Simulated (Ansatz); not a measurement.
# Phonons of InNi3N (Pm-3m) against volume, part 2 of 2

Does InNi3N (Pm-3m) expand much on heating, by its phonons?

Ansatz 0.2.0; DFT PBEsol, scalar-relativistic, plane waves, PAW; PAW set soft_1.

So far, highest frequency on the path or at a solved wavevector (cm⁻¹): step 2 (the dispersion) 599.

## 4. Phonons at the other volume, volume ratio 0.97

The phonons are repeated at this volume on the same k and q meshes.

File input.yaml:

```yaml
crystal:
  lattice:
    - [3.780250607, 0.0, 0.0]
    - [0.0, 3.780250607, 0.0]
    - [0.0, 0.0, 3.780250607]
  atoms:
    - { symbol: In, position: [0.0, 0.0, 0.0] }
    - { symbol: Ni, position: [0.5, 0.5, 0.0] }
    - { symbol: Ni, position: [0.5, 0.0, 0.5] }
    - { symbol: Ni, position: [0.0, 0.5, 0.5] }
    - { symbol: "N", position: [0.5, 0.5, 0.5] }
kpoints:
  mp_grid: { grid: [12, 12, 12] }
hamiltonian:
  xc: pbesol
  pseudopotentials: { kind: paw, azcp: { folder: soft_1 }, xc_functional: pbe }
scf:
  occupations: { method: methfessel_paxton, width: 0.2 }
output:
  eigenvalues: true
phonons:
  method: dfpt
  qmesh: [2, 2, 2]
  temperatures: { t_max: 1000, t_step: 50 }
  qpath:
    path:
      - [[0.0, 0.0, 0.0], [0.0, 0.5, 0.0], [0.5, 0.5, 0.0], [0.0, 0.0, 0.0], [0.5, 0.5, 0.5], [0.0, 0.5, 0.0]]
      - [[0.5, 0.5, 0.5], [0.5, 0.5, 0.0]]
    npoints: 10
```

Launch:

```console
$ ansatz run input.yaml --threads 4 --pin off --max-ram 10240MiB --backend cpu --events-out ev --progress --plain --runs-dir out
```

Numbers of over 12 decimals in the logs are rounded to 6 here.

What it wrote:

```text
[...]
Crystal: 5 atoms, lattice volume = 54.021 Å³
Basis set: ecut = 420 eV, 1021 PW (Γ), exchange–correlation on 54×54×54 points (8 copies of the dense FFT grid, shifted against one another)
Bands: 44, of which v1, the nominal top of the filled ones, is band 36 counted from 1 (35 counted from 0)
Symmetry: 48 space group operations
k-points: 84 of 1728
[...]
SCF iter   1: F=—  HF=-23321.151212 eV  |F-HF|=—  |Δ(HF+E_count)|=         —  Δρ=1.31e-1  dr2=7.12e0  ethr=3.10e-3  ⟨swp⟩=5.8  Hψ=12367  notcnv=0
[...]
SCF iter  14: F=-23319.691031 eV  HF=-23319.691031 eV  |F-HF|=7.28e-12  |Δ(HF+E_count)|=  7.28e-12  S|Δr|=    0.00e0  Δρ=3.32e-8  dr2=7.02e-13  ethr=1.00e-12  ⟨swp⟩=5.1  Hψ=16127  notcnv=0
SCF 1 converged in 14 iterations: F = -23319.691031 eV  dr2 = 7.02e-13
[...]
SCF iter   4: F=-23319.691031 eV  HF=-23319.691031 eV  |F-HF|=7.28e-12  |Δ(HF+E_count)|=  3.64e-12  S|Δr|=    0.00e0  Δρ=1.20e-7  dr2=3.69e-12  ethr=1.00e-12  ⟨swp⟩=4.4  Hψ=11664  notcnv=0
SCF 2 converged in 4 iterations: F = -23319.691031 eV  dr2 = 3.69e-12
[...]
NSCF: frozen V_eff on 84 k-points
[...]
WARN: eigensolver did not converge in 2 slots of this pass, the one above among them; of largest residual over every band (k=70): 1 band(s) unlocked (lowest unlocked band 43, counted from 0; max residual 5.71e-5 eV among the unlocked bands, 5.71e-5 eV over every band); of lowest unlocked band (k=7): band 43
[...]
SCF converged after 14 iterations
[...]
Free energy (F): -23319.691031 eV
[...]
Internal energy: -23319.691814 eV  (E = F + TS)
E sigma→0 (E₀):  -23319.691227 eV
Entropy (-TS):   0.000783 eV (0.157 meV/atom)
Fermi energy:    18.119049 eV
[...]
--- Band table (eV; the first three rows and the last of 84) ---
  k-point 0: bands = [... 32 lower, 17.1942, 17.1942, 17.1942, 17.3337, 19.1022, 20.4550, 20.4550, 20.4550, ... 4 higher]
  k-point 1: bands = [... 32 lower, 17.1942, 17.1981, 17.1981, 17.3068, 19.1303, 20.1993, 20.5591, 20.5591, ... 4 higher]
  k-point 2: bands = [... 32 lower, 17.1944, 17.2109, 17.2109, 17.2272, 19.2226, 19.7813, 20.8418, 20.8418, ... 4 higher]
  k-point 83: bands = [... 32 lower, 16.6978, 17.1749, 17.1749, 17.1749, 18.7959, 18.7959, 18.7959, 19.6722, ... 4 higher]
[...]
ASR residual: 1.233e-5 → 0.000e0 eV/Å²; symmetrization residual: 2.546e-6 eV/Å²
  ASR residual per site (eV/Å²): 1.85e-6 6.71e-6 6.71e-6 6.71e-6 1.23e-5
[...]
--- Phonons (arbitrary-q DFPT): 4 irreducible q on the 2×2×2 mesh ---
[...]
interpolated dispersion: 62 rows × 15 modes
[...]
```

Wall time 9.4 min (4 threads of Arm Neoverse V2, shared host); peak memory 2.4 GiB; 37 min of CPU time.

Numbers from this step:

- sum-rule residual before enforcement: 1.23e-5 eV/Å²
- highest frequency on the path or at a solved wavevector: 633.3 cm⁻¹
- mean frequency: 250.4 cm⁻¹
- Debye temperature (second moment): 572 K
- logarithmic mean frequency: 202.8 cm⁻¹
- highest optical mode at the zone centre (no LO-TO term): 574.3 cm⁻¹
- lowest optical zone-centre mode: 127.5 cm⁻¹
- lowest mode on the q mesh (acoustic modes at Γ apart): 97.95 cm⁻¹
- zero-point energy per atom: 46.56 meV
- heat capacity at 300 K: 21.50 J/(mol atoms K)
- vibrational entropy at 300 K: 27.60 J/(mol atoms K)
- edges of the widest gap between branches, on path and mesh: 334.5, 573.6 cm⁻¹

Frequencies (cm⁻¹) solved at each irreducible wavevector; negative means imaginary. Frequencies by wavevector, by row:

| q in reciprocal lattice units | star | mode 1 | mode 2 | mode 3 | mode 4 | mode 13 | mode 14 | mode 15 |
| --- | --- | --- | --- | --- | --- | --- | --- | --- |
| 0 0 0 | 1 | 0 | 0 | 0 | 127.5 | 574.3 | 574.3 | 574.3 |
| 0 0 -0.5 | 3 | 98 | 98 | 110.2 | 110.2 | 573.6 | 573.6 | 633.3 |
| 0 -0.5 -0.5 | 3 | 110.9 | 110.9 | 124.6 | 136.5 | 575.6 | 616.9 | 616.9 |
| -0.5 -0.5 -0.5 | 1 | 103.3 | 103.3 | 103.3 | 141.4 | 608 | 608 | 608 |

The highest optical mode at the zone centre (no LO-TO term) is 574.3 cm⁻¹, +40.0 cm⁻¹ against the base run.

## 5. Relaxing at another volume, volume ratio 1.03

The volume is scaled by 1.03 and held; symmetry leaves nothing to relax, so this is a single point. The modes can then be followed against volume.

input.yaml, the sections that differ from step 4:

```yaml
crystal:
  lattice:
    - [3.8566398872, 0.0, 0.0]
    - [0.0, 3.8566398872, 0.0]
    - [0.0, 0.0, 3.8566398872]
  atoms:
    - { symbol: In, position: [0.0, 0.0, 0.0] }
    - { symbol: Ni, position: [0.5, 0.5, 0.0] }
    - { symbol: Ni, position: [0.5, 0.0, 0.5] }
    - { symbol: Ni, position: [0.0, 0.5, 0.5] }
    - { symbol: "N", position: [0.5, 0.5, 0.5] }
output:
  forces: true
  stress: true
  eigenvalues: true
# kpoints, hamiltonian, scf: as in step 4
# phonons: removed
```

What it wrote:

```text
[...]
Crystal: 5 atoms, lattice volume = 57.362 Å³
Basis set: ecut = 420 eV, 1141 PW (Γ), exchange–correlation on 54×54×54 points (8 copies of the dense FFT grid, shifted against one another)
Bands: 44, of which v1, the nominal top of the filled ones, is band 36 counted from 1 (35 counted from 0)
Symmetry: 48 space group operations
[...]
k-points: 84 of 1728
[...]
k-point 0: bands = [... 32 lower, 15.9224, 15.9224, 15.9224, 16.0646, 17.5477, 19.0758, 19.0758, 19.0758, ... 4 higher]
  k-point 1: bands = [... 32 lower, 15.9224, 15.9261, 15.9261, 16.0404, 17.5818, 18.7970, 19.1716, 19.1716, ... 4 higher]
  k-point 2: bands = [... 32 lower, 15.9226, 15.9382, 15.9382, 15.9688, 17.6873, 18.3382, 19.4320, 19.4320, ... 4 higher]
  k-point 83: bands = [... 32 lower, 15.4776, 15.9132, 15.9132, 15.9132, 17.3747, 17.3747, 17.3747, 18.1031, ... 4 higher]
[key lines of the parts left out:]
SCF converged after 9 iterations
Free energy (F): -23319.694845 eV
Fermi energy:    16.769784 eV
P = ⅓ Tr σ = -5.7692 GPa (-57.692 kbar)
```

Elapsed: 3.1 s, on 4 threads; peak memory 0.47 GiB.

This step gave:

- pressure: -5.769 GPa
- volume per atom: 11.47 Å³

The run ends at a pressure of -5.77 GPa.

## 6. Phonons at the other volume, volume ratio 1.03

The phonons are repeated at this volume on the same k and q meshes.

input.yaml, as its differences from that of step 5:

```diff
@@ -19,4 +19,11 @@
 output:
-  forces: true
-  stress: true
   eigenvalues: true
+phonons:
+  method: dfpt
+  qmesh: [2, 2, 2]
+  temperatures: { t_max: 1000, t_step: 50 }
+  qpath:
+    path:
+      - [[0.0, 0.0, 0.0], [0.0, 0.5, 0.0], [0.5, 0.5, 0.0], [0.0, 0.0, 0.0], [0.5, 0.5, 0.5], [0.0, 0.5, 0.0]]
+      - [[0.5, 0.5, 0.5], [0.5, 0.5, 0.0]]
+    npoints: 10
```

What it wrote:

```text
[...]
Crystal: 5 atoms, lattice volume = 57.362 Å³
Basis set: ecut = 420 eV, 1141 PW (Γ), exchange–correlation on 54×54×54 points (8 copies of the dense FFT grid, shifted against one another)
Bands: 44, of which v1, the nominal top of the filled ones, is band 36 counted from 1 (35 counted from 0)
Symmetry: 48 space group operations
k-points: 84 of 1728
[...]
k-point 83: bands = [... 32 lower, 15.4776, 15.9132, 15.9132, 15.9132, 17.3746, 17.3746, 17.3746, 18.1030, ... 4 higher]
[...]
ASR residual: 6.469e-6 → 0.000e0 eV/Å²; symmetrization residual: 2.705e-6 eV/Å²
  ASR residual per site (eV/Å²): 6.13e-6 3.12e-6 3.12e-6 3.12e-6 6.47e-6
[...]
--- Phonons (arbitrary-q DFPT): 4 irreducible q on the 2×2×2 mesh ---
[...]
interpolated dispersion: 62 rows × 15 modes
[...]
[key lines of the parts left out:]
SCF converged after 14 iterations
Free energy (F): -23319.694845 eV
Fermi energy:    16.769756 eV
```

Elapsed: 9.6 min, on 4 threads; peak memory 2.5 GiB.

Numbers from this step:

```
sum-rule residual before enforcement                       : 6.47e-6 eV/Å²
highest frequency on the path or at a solved wavevector    : 566.4 cm⁻¹
mean frequency                                             : 219.9 cm⁻¹
Debye temperature (second moment)                          : 502 K
logarithmic mean frequency                                 : 178.8 cm⁻¹
highest optical mode at the zone centre (no LO-TO term)    : 495.9 cm⁻¹
lowest optical zone-centre mode                            : 107.2 cm⁻¹
lowest mode on the q mesh (acoustic modes at Γ apart)      : 90.18 cm⁻¹
zero-point energy per atom                                 : 40.89 meV
heat capacity at 300 K                                     : 22.14 J/(mol atoms K)
vibrational entropy at 300 K                               : 30.34 J/(mol atoms K)
edges of the widest gap between branches, on path and mesh : 290.3, 494.3 cm⁻¹
```

The highest optical mode at the zone centre (no LO-TO term) is 495.9 cm⁻¹, -38.4 cm⁻¹ against the base run.

## 7. Grüneisen parameters

The Grüneisen parameter of a mode is minus the logarithmic change of its frequency with volume, −d ln ω / d ln V; weighted by heat capacity it gives the expansion.

Numbers from this step:

- bulk modulus: 210.5 GPa

The phonon branches at the labelled points (cm⁻¹):

| point | branch 1 | branch 2 | branch 3 | branch 4 | branch 12 | branch 13 | branch 14 | branch 15 |
| --- | --- | --- | --- | --- | --- | --- | --- | --- |
| Γ | 0 | 0 | 0 | 117 | 207 | 534 | 534 | 534 |
| halfway | 55 | 55 | 111 | 114 | 224 | 534 | 534 | 565 |
| X | 94 | 94 | 103 | 103 | 247 | 533 | 533 | 599 |
| halfway | 102 | 105 | 110 | 111 | 259 | 534 | 557 | 591 |
| M | 107 | 107 | 120 | 128 | 281 | 536 | 583 | 583 |
| halfway | 75 | 84 | 113 | 116 | 234 | 534 | 561 | 561 |
| Γ | 0 | 0 | 0 | 117 | 207 | 534 | 534 | 534 |
| halfway | 90 | 90 | 112 | 129 | 246 | 558 | 558 | 559 |
| R | 100 | 100 | 100 | 136 | 312 | 574 | 574 | 574 |
| halfway | 97 | 107 | 117 | 119 | 271 | 554 | 556 | 584 |
| X | 94 | 94 | 103 | 103 | 247 | 533 | 533 | 599 |
| jump to R | 100 | 100 | 100 | 136 | 312 | 574 | 574 | 574 |
| halfway | 104 | 104 | 115 | 128 | 293 | 554 | 578 | 578 |
| M | 107 | 107 | 120 | 128 | 281 | 536 | 583 | 583 |

The same for volume x 0.97:

| point | branch 1 | branch 2 | branch 3 | branch 4 | branch 12 | branch 13 | branch 14 | branch 15 |
| --- | --- | --- | --- | --- | --- | --- | --- | --- |
| Γ | 0 | 0 | 0 | 128 | 219 | 574 | 574 | 574 |
| X | 98 | 98 | 110 | 110 | 268 | 574 | 574 | 633 |
| M | 111 | 111 | 125 | 136 | 303 | 576 | 617 | 617 |
| Γ | 0 | 0 | 0 | 128 | 219 | 574 | 574 | 574 |
| R | 103 | 103 | 103 | 141 | 334 | 608 | 608 | 608 |
| X | 98 | 98 | 110 | 110 | 268 | 574 | 574 | 633 |
| R | 103 | 103 | 103 | 141 | 334 | 608 | 608 | 608 |
| M | 111 | 111 | 125 | 136 | 303 | 576 | 617 | 617 |

The same for volume x 1.03:

| point | branch 1 | branch 2 | branch 3 | branch 4 | branch 12 | branch 13 | branch 14 | branch 15 |
| --- | --- | --- | --- | --- | --- | --- | --- | --- |
| Γ | 0 | 0 | 0 | 107 | 196 | 496 | 496 | 496 |
| X | 90 | 90 | 96 | 96 | 226 | 494 | 494 | 566 |
| M | 103 | 103 | 115 | 118 | 260 | 497 | 550 | 550 |
| Γ | 0 | 0 | 0 | 107 | 196 | 496 | 496 | 496 |
| R | 98 | 98 | 98 | 132 | 290 | 541 | 541 | 541 |
| X | 90 | 90 | 96 | 96 | 226 | 494 | 494 | 566 |
| R | 98 | 98 | 98 | 132 | 290 | 541 | 541 | 541 |
| M | 103 | 103 | 115 | 118 | 260 | 497 | 550 | 550 |

Mode Grueneisen parameter -dln(w)/dln(V), modes matched by rank; at Γ the acoustic branches take the value of a neighbouring point of the path. Mode grüneisen parameters along the path, in :

| point | branch 1 | branch 2 | branch 3 | branch 4 | branch 12 | branch 13 | branch 14 | branch 15 |
| --- | --- | --- | --- | --- | --- | --- | --- | --- |
| Γ | 1.45 | 1.45 | 2.12 | 2.89 | 1.89 | 2.45 | 2.45 | 2.45 |
| halfway | 1.51 | 1.51 | 1.82 | 2.81 | 2.15 | 2.46 | 2.46 | 2.13 |
| X | 1.38 | 1.38 | 2.35 | 2.35 | 2.91 | 2.48 | 2.48 | 1.86 |
| halfway | 1.35 | 1.80 | 2.06 | 2.04 | 2.58 | 2.46 | 2.18 | 1.89 |
| M | 1.28 | 1.28 | 1.29 | 2.40 | 2.55 | 2.44 | 1.92 | 1.92 |
| halfway | 1.70 | 1.49 | 2.36 | 2.11 | 2.10 | 2.46 | 2.15 | 2.16 |
| Γ | 1.44 | 2.04 | 2.05 | 2.89 | 1.89 | 2.45 | 2.45 | 2.45 |
| halfway | 1.33 | 1.33 | 2.15 | 2.19 | 2.04 | 2.17 | 2.17 | 2.17 |
| R | 0.95 | 0.95 | 0.95 | 1.20 | 2.36 | 1.96 | 1.96 | 1.96 |
| halfway | 1.18 | 1.55 | 1.51 | 1.71 | 2.39 | 2.18 | 2.18 | 1.91 |
| X | 1.38 | 1.38 | 2.35 | 2.35 | 2.91 | 2.48 | 2.48 | 1.86 |
| jump to R | 0.95 | 0.95 | 0.95 | 1.20 | 2.36 | 1.96 | 1.96 | 1.96 |
| halfway | 1.20 | 1.20 | 1.55 | 1.25 | 2.40 | 2.19 | 1.94 | 1.94 |
| M | 1.28 | 1.28 | 1.29 | 2.40 | 2.55 | 2.44 | 1.92 | 1.92 |

(dS/dlnV)/C_V. Table of thermodynamic Grueneisen parameter by temperature:

| temperature (K) | thermodynamic Grueneisen parameter |
| --- | --- |
| 50 | 1.92 |
| 100 | 2.02 |
| 150 | 2.06 |
| 200 | 2.07 |
| 250 | 2.08 |
| 300 | 2.09 |
| 350 | 2.09 |
| 400 | 2.09 |
| 450 | 2.09 |
| 500 | 2.10 |
| 550 | 2.10 |
| 600 | 2.10 |
| 650 | 2.10 |
| 700 | 2.10 |
| 750 | 2.10 |
| 800 | 2.10 |
| 850 | 2.10 |
| 900 | 2.10 |
| 950 | 2.10 |
| 1000 | 2.10 |

Gamma C_V/(B V) at the static volume. Table of volume expansion by temperature:

| temperature (K) | volume expansion (1e-6/K) |
| --- | --- |
| 50 | 7.91 |
| 100 | 19.4 |
| 150 | 25.1 |
| 200 | 28.5 |
| 250 | 30.7 |
| 300 | 32.3 |
| 350 | 33.3 |
| 400 | 34.1 |
| 450 | 34.6 |
| 500 | 35.1 |
| 550 | 35.4 |
| 600 | 35.6 |
| 650 | 35.9 |
| 700 | 36.0 |
| 750 | 36.1 |
| 800 | 36.2 |
| 850 | 36.4 |
| 900 | 36.4 |
| 950 | 36.5 |
| 1000 | 36.5 |

## 8. Results

| Quantity | Value |
| --- | --- |
| bulk modulus | 210 GPa |
| thermodynamic Grüneisen parameter at 300 K | 2.087 |
| volume expansion at 300 K, estimated | 32.26 × 10⁻⁶ K⁻¹ |

In words: By this estimate the volume grows by 32.3 × 10⁻⁶ per kelvin at 300 K. The highest optical mode at Γ goes from 574 to 496 cm⁻¹ as the cell grows, a Grüneisen parameter of 2.45. Mode parameters on the path run from 0.95 to 3.6, with a median of 2.1. Branches are matched by rank, so values near crossings are rough. The expansion is the Grüneisen estimate at the static volume, with the static bulk modulus. The q mesh stands for a supercell only 7.6 Å across, so branches between the solved wavevectors are rough. With no gap, or one that is small against the smearing, the frequencies hang on the k mesh and the smearing, most of all near Kohn anomalies. The phonon runs are without spin polarisation, although Ni often carries a moment. The PAW files were made for PBE and serve the other functionals too. A phonon run warned that its eigensolver left some bands unconverged in a pass.

[Logs are printed without paths, hosts, clocks, repeated set-up lines and the standing remarks that a program may print on its own settings, such as how far it seeks lower states.]

[Hosts, paths, dates, database ids (printed as entryN), source tags and the programs' standing remarks are cut or masked in the printed files.]
